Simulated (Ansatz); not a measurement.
# How fast states decay through SrCaF4

A new crystal, SrCaF4: structure, gap and complex bands. It is built by putting F for I in the SrCaI4 structure of space group P2/m, with the volume rescaled by atomic radii. The parent structure comes from the Materials Project.

Calculated with Ansatz 0.2.0; LDA DFT, plane waves, PAW files, in the first sound run; inputs show where later runs differ.

This is a report of a sequence of runs, with most program output left out.

The structure was built from a prototype and need not be the compound's stable phase.

## (1) Set-up

The structure is monoclinic, space group P2/m (No. 10). Conventional cell: a = 5.870 Å, b = 3.759 Å, c = 6.539 Å, α = 90.00°, β = 90.23°, γ = 90.00°. Nearest to Sr lie 6 F at 2.65 Å. Nearest to Ca lie 6 F at 2.56 Å. F has 2 Ca at 2.56 Å and 1 Sr at 2.65 Å nearest. F has 1 Ca at 2.56 Å and 2 Sr at 2.65 Å nearest. It derives from SrCaI4. F for I in the SrCaI4 structure of space group P2/m. Farther neighbours and most contacts between anions are not listed.

## (2) Relaxing the new crystal

The substituted atoms don't fit the parent's cell, so cell and atoms relax together. A small smearing keeps the run stable in case the gap closes on the way.

Input file input.yaml:

```yaml
crystal:
  lattice:
    - [5.8704330487, 0.0, 0.0]
    - [0.0, 3.7590443762, 0.0]
    - [-0.0257660885, 0.0, 6.5384937902]
  atoms:
    - { symbol: Sr, position: [0.0, 0.0, 0.0] }
    - { symbol: Ca, position: [0.0, 0.5, 0.5] }
    - { symbol: F, position: [0.23905891, 0.0, 0.34453388] }
    - { symbol: F, position: [0.249088, 0.5, 0.82156253] }
    - { symbol: F, position: [0.750912, 0.5, 0.17843747] }
    - { symbol: F, position: [0.76094109, 0.0, 0.65546612] }
kpoints:
  mp_grid: { grid: [4, 6, 4] }
scf:
  occupations: { method: gaussian, width: 0.03 }
hamiltonian:
  xc: lda
output:
  forces: true
  stress: true
relax:
  f_tol: 0.02
  max_steps: 60
  cell: {}
```

Launch:

```bash
ansatz run input.yaml --threads 2 --pin off --max-ram 4096MiB --backend cpu --events-out ev --progress --plain --runs-dir out
```

The job ended after 97 s (2 threads of Arm Neoverse V2, shared host; peak memory 0.45 GiB; 3.2 min of CPU time).

The steps of the relaxation (22 of 27):

| step | energy less that of the first step (eV) | largest force component (eV/Å) | pressure (GPa) | volume (Å³) |
| --- | --- | --- | --- | --- |
| 1 | 0.0000 | 2.4399 | -10.95 | 144.29 |
| 2 | -2.1666 | 1.4478 | -7.09 | 133.97 |
| 3 | -3.0197 | 0.0537 | 1.86 | 122.22 |
| 5 | -3.0509 | 0.0073 | 0.04 | 130.41 |
| 6 | -3.0486 | 0.0140 | 0.08 | 131.42 |
| 7 | -3.0366 | 0.0025 | -0.03 | 136.47 |
| 8 | -3.0351 | 0.0011 | -0.01 | 136.95 |
| 10 | -3.0297 | 0.0098 | 0.02 | 134.43 |
| 11 | -3.0338 | 0.0016 | 0.00 | 133.12 |
| 12 | -3.0368 | 0.0027 | 0.01 | 132.05 |
| 13 | -3.0384 | 0.0007 | 0.00 | 131.46 |
| 15 | -3.0497 | 0.0277 | 0.05 | 124.90 |
| 16 | -3.0715 | 0.0319 | 0.01 | 118.17 |
| 17 | -3.0980 | 0.0619 | 0.06 | 111.45 |
| 18 | -3.1304 | 0.0736 | 0.05 | 104.82 |
| 20 | -3.1713 | 0.0899 | -0.36 | 92.06 |
| 21 | -3.1737 | 0.0941 | -0.06 | 92.46 |
| 22 | -3.1731 | 0.1029 | -0.14 | 94.12 |
| 23 | -3.1762 | 0.0247 | 0.18 | 92.62 |
| 25* | -3.1526 | 0.0034 | 0.12 | 92.94 |
| 26 | -3.1529 | 0.0023 | 0.02 | 92.94 |
| 27* | -3.1528 | 0.0024 | 0.02 | 92.94 |

Relaxation steps marked * repeat the geometry before them on a plane-wave basis chosen anew for their cell, so energy and pressure can jump there. Other such steps can lie between the rows shown. Relaxation step 22 was tried and not accepted.

The run keeps the 4 symmetry operations that it works with, so distortions that break them were not tested.

| cell as run | before | after | change |
| --- | --- | --- | --- |
| a (Å) | 5.870 | 4.064 | -30.8 % |
| b (Å) | 3.759 | 3.588 | -4.6 % |
| c (Å) | 6.539 | 6.398 | -2.1 % |
| β (°) | 90.23 | 95.05 | +5.3 % |
| volume (Å³/atom) | 24.05 | 15.49 | -35.6 % |

The atoms that moved most (Å, as changes of fractional coordinates times the final cell):

```csv
atom,dx,dy,dz,length
F6,0.068,0.000,-0.069,0.097
F3,-0.068,0.000,0.069,0.097
F5,0.014,0.000,-0.047,0.049
F4,-0.014,0.000,0.047,0.049
```

The relaxed structure:

```xyz
6
Lattice="4.0589 0.0000 -0.2030 0.0000 3.5880 0.0000 -0.2439 0.0000 6.3938" Properties=species:S:1:pos:R:3 pbc="T T T"
Sr    0.0000    0.0000    0.0000
Ca   -0.1219    1.7940    3.1969
F     0.8179    0.0000    2.2229
F     0.7964    1.7940    5.2488
F     3.0187    1.7940    0.9419
F     2.9972    0.0000    3.9678
```

This step gave:

| Item | Value |
| --- | --- |
| free energy | -8403.5688 eV |
| Fermi energy | 5.531 eV |
| pressure | 0.02295 GPa |

The largest force component on a free atom ends at 0.0024 eV/Å.

## (3) Band edges

The energy window and the wavevectors of the next steps follow from the band edges, so these are searched first, off the mesh as well.

Input file input.yaml:

```yaml
crystal:
  lattice:
    - [4.0589470139, 0.0, -0.2029792081]
    - [0.0, 3.5879612217, 0.0]
    - [-0.2438936733, 0.0, 6.3937505544]
  atoms:
    - { symbol: Sr, position: [0.0, 0.0, 0.0] }
    - { symbol: Ca, position: [0.0, 0.5, 0.5] }
    - { symbol: F, position: [0.2228198984, 0.0, 0.3547466031] }
    - { symbol: F, position: [0.245996223, 0.5, 0.8287399874] }
    - { symbol: F, position: [0.754003777, 0.5, 0.1712600126] }
    - { symbol: F, position: [0.7771801016, 0.0, 0.6452533969] }
kpoints:
  mp_grid: { grid: [4, 6, 4] }
  band_path: { path: [VBM, CBM], npoints: 30 }
scf:
  occupations: { method: fixed }
hamiltonian:
  xc: lda
output:
  eigenvalues: true
  write_potential: true
  write_density: true
  volumetric_format: npy
  elf: true
```

Run time: 15 s. Hardware: 2 threads; peak memory 0.38 GiB.

Numbers from this step:

- Fermi energy: 2.458 eV
- gap on the k-mesh: 6.145 eV
- gap on path: 6.145 eV, by band count; negative where bands overlap
- direct gap on path: 6.153 eV
- edge places on path: 0, 1.296 1/A along the path

The electronic bands at the labelled points (eV, zero at the Fermi level (highest filled level under fixed occupations); v1 is the highest filled band, c1 the lowest empty one):

```csv
point,v4,v3,v2,v1,c1,c2
VBM,-0.57,-0.34,-0.28,0.00,8.26,8.80
halfway,-0.74,-0.59,-0.42,-0.16,8.03,8.42
CBM,-0.74,-0.46,-0.28,-0.01,6.15,7.53
```

Valence density in the ac plane at fractional y = 0.000, with atoms of Sr and F within 0.2 Å of it. It is the smooth field of the valence electrons, not physical close to the nuclei.

Ten steps, logarithmic in the rise over the least value, from '0' (0 e/Å³) to '9' (12 e/Å³), each cell a mean:
```
66541000002466
66431000002456
54210000001244
22100000001223
11000000123332
21000000246654
21000001368975
21000001479985
21000001468974
11010001246643
11222100123321
13455310001111
24787521000001
36998631000001
36998621000001
35776410000001
23443210000001
22221100000011
44321000000134
66431000001245
66541000002466
56641000002566
```
Columns run along a (4.1 Å), rows up along c (6.4 Å). Atoms in or near the plane, at fractional coordinates: Sr at (0.00, 0.00), F at (0.22, 0.35), F at (0.78, 0.65).

Electrostatic potential energy in the ac plane at fractional y = 0.000, with atoms of Sr and F within 0.2 Å of it. With pseudopotentials it is smooth inside the atoms' cores, unlike the true potential.

Ten even steps from '_' (-103 eV) to '@' (12 eV), each cell a mean:
```
____++%%@@@@@@@@@@@@%%##::__
::==##%%@@@@@@@@@@@@%%%%++::
####%%@@@@@@@@@@@@@@@@%%%%##
%%@@@@@@@@@@@@@@@@@@@@@@@@%%
@@@@@@@@@@@@@@@@@@@@@@@@@@@@
@@@@@@@@@@@@@@@@@@@@####%%@@
@@@@@@@@@@@@@@@@@@##**++**%%
@@@@@@@@@@@@@@@@@@##++++**%%
@@@@@@@@@@@@@@@@@@##++++**%%
@@@@@@@@@@@@@@@@@@@@####%%@@
@@@@@@@@@@@@@@@@@@@@@@@@@@@@
@@@@@@%%%%@@@@@@@@@@@@@@@@@@
@@%%******%%@@@@@@@@@@@@@@@@
@@##++++++##@@@@@@@@@@@@@@@@
@@##++++**%%@@@@@@@@@@@@@@@@
@@%%##**##@@@@@@@@@@@@@@@@@@
@@@@@@@@@@@@@@@@@@@@@@@@@@@@
@@@@@@@@@@@@@@@@@@@@@@@@@@@@
##%%%%@@@@@@@@@@@@@@@@@@%%%%
--==##%%@@@@@@@@@@@@@@%%##++
____++##@@@@@@@@@@@@%%##--__
____==##@@@@@@@@@@@@%%##::__
```
Columns run along a (4.1 Å; values clipped at the 3rd and 97th percentile), rows up along c (6.4 Å). Atoms in or near the plane, at fractional coordinates: Sr at (0.00, 0.00), F at (0.22, 0.35), F at (0.78, 0.65).

ELF in the ac plane at fractional y = 0.000, with atoms of Sr and F within 0.2 Å of it. It is the smooth field of the valence electrons, not physical close to the nuclei.

Ten even steps from '_' (0.00) to '@' (0.85), each cell a mean:
```
--##@@@@--________..##@@@@++
%%@@@@**..__________++%%@@@@
@@%%**::____________..--##%%
----..____________......::--
..______________--++****==::
--..__________::**%%@@@@%%##
**::__________==%%@@%%##@@@@
**::________..==%%@@**++%%@@
==..__________--%%@@%%##@@%%
..__..::::____..**%%@@@@%%**
__..==**++--____::**####++::
::**%%@@@@##--____..--::..__
++%%@@%%@@@@**::__________..
##@@##++%%@@##--__________--
%%@@##**%%@@##--________..--
**%%@@@@@@%%++::__________::
::==######**--______________
::..::::::::____________....
%%##==::______________::**##
@@@@@@**::__________::**@@@@
++##@@@@==__________++@@@@##
__==@@@@++..______..##@@%%--
```
Columns run along a (4.1 Å), rows up along c (6.4 Å). Atoms in or near the plane, at fractional coordinates: Sr at (0.00, 0.00), F at (0.22, 0.35), F at (0.78, 0.65).

The searched edges give 6.15 eV, as on the mesh.

## (4) Complex bands

This step: LDA DFT, plane waves, PAW files; complex bands by layer matching along the plane's normal (Ansatz 0.2.0).

The same crystal is laid in a cell whose first two vectors span the (001) plane (indices of the standard conventional cell, whose axes can be ordered otherwise than in the bulk input). At fixed energy and wavevector in the plane the solver finds all kz, real and complex. A few wavevectors are listed, (0, 0), (-0.5, -0.5) and (0.5, 0) in units of the plane's reciprocal vectors; the slowest state needn't be among them.

Input file input.yaml:

```yaml
crystal:
  lattice:
    - [4.064019122, 0.0, 0.0]
    - [0.0, 3.587961222, 0.0]
    - [-0.562927942, 0.0, 6.373589445]
  atoms:
    - { symbol: Sr, position: [0.0, 0.0, 0.0] }
    - { symbol: Ca, position: [0.0, 0.5, 0.5] }
    - { symbol: F, position: [0.2228198984, 0.0, 0.3547466031] }
    - { symbol: F, position: [0.245996223, 0.5, 0.8287399874] }
    - { symbol: F, position: [0.754003777, 0.5, 0.1712600126] }
    - { symbol: F, position: [0.7771801016, 0.0, 0.6452533969] }
kpoints:
  mp_grid: { grid: [6, 6, 4] }
scf:
  occupations: { method: fixed }
hamiltonian:
  xc: lda
output:
  eigenvalues: true
  transmission:
    leads: [[0, 0]]
    kpoints: [[0.0, 0.0], [-0.5, -0.5], [0.5, 0.0]]
    e_range: [-1.0, 7.15]
    de: 0.14
```

The job ended after 25 s (2 threads; peak memory 0.44 GiB).

Numbers from this step:

| Property | Result |
| --- | --- |
| free energy | -8403.5690 eV |
| level to which the leads are filled | 3.073 eV from the Fermi level |
| decay constant at the filling level, zone centre | 0.512 Å⁻¹ |
| decay constant at the filling level, slowest listed point | 0.512 Å⁻¹ |

K parallel (0, 0); values up to 1.5 1/Å, a degenerate pair printed once or twice; energies at which all values exceed this have no row. The Im kz of the slowest decaying states by energy, zero at the highest filled level on the SCF mesh:

```
energy (eV)  decay 1 (Å⁻¹)  decay 2 (Å⁻¹)  decay 3 (Å⁻¹)  decay 4 (Å⁻¹)
      -1.00        0.00596         0.0482          0.952          0.953
      -0.58         0.0512          0.226          0.875          0.910
      -0.16          0.182          0.389          0.576          0.892
      -0.02          0.287          0.428          0.670          0.904
       0.26          0.299          0.454          0.541          0.795
       0.68          0.392          0.530          0.709          0.908
       0.96          0.431          0.564          0.782          0.958
       1.38          0.471          0.605          0.861           1.01
       1.80          0.496          0.638          0.918           1.01
       2.22          0.510          0.663          0.962           1.00
       2.64          0.515          0.683          0.992          0.996
       3.06          0.512          0.699          0.976           1.02
       3.48          0.502          0.711          0.957           1.02
       3.90          0.484          0.719          0.936          0.985
       4.32          0.457          0.724          0.913          0.947
       4.74          0.420          0.725          0.887          0.906
       5.16          0.369          0.724          0.860          0.861
       5.44          0.322          0.720          0.829          0.841
       5.86          0.216          0.711          0.777          0.810
       6.28          0.688          0.725          0.777           1.00
       6.70          0.620          0.697          0.741          0.968
       7.12         0.0778          0.505          0.674          0.704
```

K parallel (-0.5, -0.5); values up to 1.5 1/Å, a degenerate pair printed once or twice; energies at which all values exceed this have no row. The Im kz of the slowest decaying states by energy, zero at the highest filled level on the SCF mesh:

```
energy (eV)  decay 1 (Å⁻¹)  decay 2 (Å⁻¹)  decay 3 (Å⁻¹)  decay 4 (Å⁻¹)
     -1.000          0.329           1.38           1.44           1.50
     -0.440          0.111          0.157          0.441           1.24
     -0.020          0.337          0.474          0.869           1.13
      0.540          0.403          0.483          0.826           1.12
      0.960          0.490          0.544          0.895           1.18
      1.520          0.564          0.599          0.941           1.22
      1.940          0.604          0.630          0.968           1.22
      2.500          0.647          0.660           1.00           1.21
      3.060          0.679          0.680           1.03           1.16
      3.480          0.691          0.699           1.05           1.14
      4.040          0.698          0.720           1.09           1.11
      4.460          0.699          0.731           1.09           1.11
      5.020          0.693          0.739           1.06           1.07
      5.440          0.682          0.741           1.04           1.05
      6.000          0.658          0.733          0.982           1.02
      6.560          0.616          0.710          0.925           1.00
      6.980          0.567          0.680          0.880          0.993
```

K parallel (0.5, 0); values up to 1.5 1/Å, a degenerate pair printed once or twice; energies at which all values exceed this have no row. Table of Im kz of the slowest decaying states by energy, zero at the highest filled level on the SCF mesh:

```csv
energy (eV),decay 1 (Å⁻¹),decay 2 (Å⁻¹),decay 3 (Å⁻¹),decay 4 (Å⁻¹)
-1.000,0.247,0.470,0.596,-
-0.440,0.0639,0.226,0.404,0.570
-0.020,0.226,0.303,0.667,0.685
0.540,0.463,0.560,0.726,0.809
0.960,0.541,0.653,0.767,0.869
1.520,0.610,0.726,0.822,0.930
1.940,0.648,0.757,0.862,0.963
2.500,0.686,0.784,0.911,0.989
3.060,0.713,0.799,0.953,0.998
3.480,0.728,0.805,0.981,0.998
4.040,0.742,0.807,0.989,1.01
4.460,0.748,0.804,0.978,1.04
5.020,0.751,0.796,0.956,1.07
5.440,0.749,0.785,0.935,1.08
6.000,0.739,0.765,0.899,1.04
6.560,0.717,0.738,0.853,0.977
6.980,0.687,0.712,0.811,0.933
```

At the listed wavevectors the last open channel is at -0.02 eV and the next at +6.28 eV on the grid. At +3.06 eV, the grid energy nearest the filling level (the middle of the gap on the SCF mesh), the slowest state at the listed wavevectors decays with κ = 0.512 Å⁻¹, its amplitude falling by e over 2.0 Å. Through 1 nm of this crystal that state's transmission falls by exp(−2 × 0.512 Å⁻¹ × 10 Å) = 3.6e-5.

## (5) Decay over the two-dimensional zone

The listed points could miss the slowest state, so one energy near mid-gap is solved on a mesh of 8×12.

input.yaml: that of step 4 with these lines changed.

```diff
@@ -20,6 +20,2 @@
   eigenvalues: true
-  transmission:
-    leads: [[0, 0]]
-    kpoints: [[0.0, 0.0], [-0.5, -0.5], [0.5, 0.0]]
-    e_range: [-1.0, 7.15]
-    de: 0.14
+  transmission: { leads: [[0, 0]], kmesh: [8, 12], e_range: [3.07, 3.08], de: 0.05 }
```

Run time: 14 s. Hardware: 2 threads; peak memory 0.41 GiB.

This step gave:

* least decay constant on the mesh: 0.5118 Å⁻¹

Slowest decay constant (1/Å; 0 where a channel is open) over k1 and k2. At 3.0700 eV from the Fermi level.

Values, 12 rows by 8 columns:
```
0.688 0.680 0.694 0.712 0.706 0.712 0.694 0.680
0.705 0.687 0.679 0.703 0.705 0.703 0.679 0.687
0.717 0.706 0.685 0.676 0.702 0.676 0.685 0.706
0.717 0.699 0.693 0.634 0.601 0.634 0.693 0.699
0.714 0.693 0.694 0.576 0.534 0.576 0.694 0.693
0.713 0.690 0.695 0.555 0.512 0.555 0.695 0.690
0.714 0.693 0.694 0.576 0.534 0.576 0.694 0.693
0.717 0.699 0.693 0.634 0.601 0.634 0.693 0.699
0.717 0.706 0.685 0.676 0.702 0.676 0.685 0.706
0.705 0.687 0.679 0.703 0.705 0.703 0.679 0.687
0.688 0.680 0.694 0.712 0.706 0.712 0.694 0.680
0.680 0.688 0.713 0.726 0.718 0.726 0.713 0.688
```
Columns: k1 (b1) from -0.5 to 0.375; rows upwards: k2 (b2) from -0.5 to 0.417.

The least value on the mesh is 0.512 Å⁻¹ at +3.07 eV. At that energy the listed points give about 0.512 Å⁻¹ by interpolation, so the mesh holds no clearly slower state.

(Continued in part 2 of 2.)

[Logs are printed without paths, hosts, clocks, repeated set-up lines and the standing remarks that a program may print on its own settings, such as how far it seeks lower states.]

[Hosts, paths, dates, database ids (printed as entryN), source tags and the programs' standing remarks are cut or masked in the printed files.]
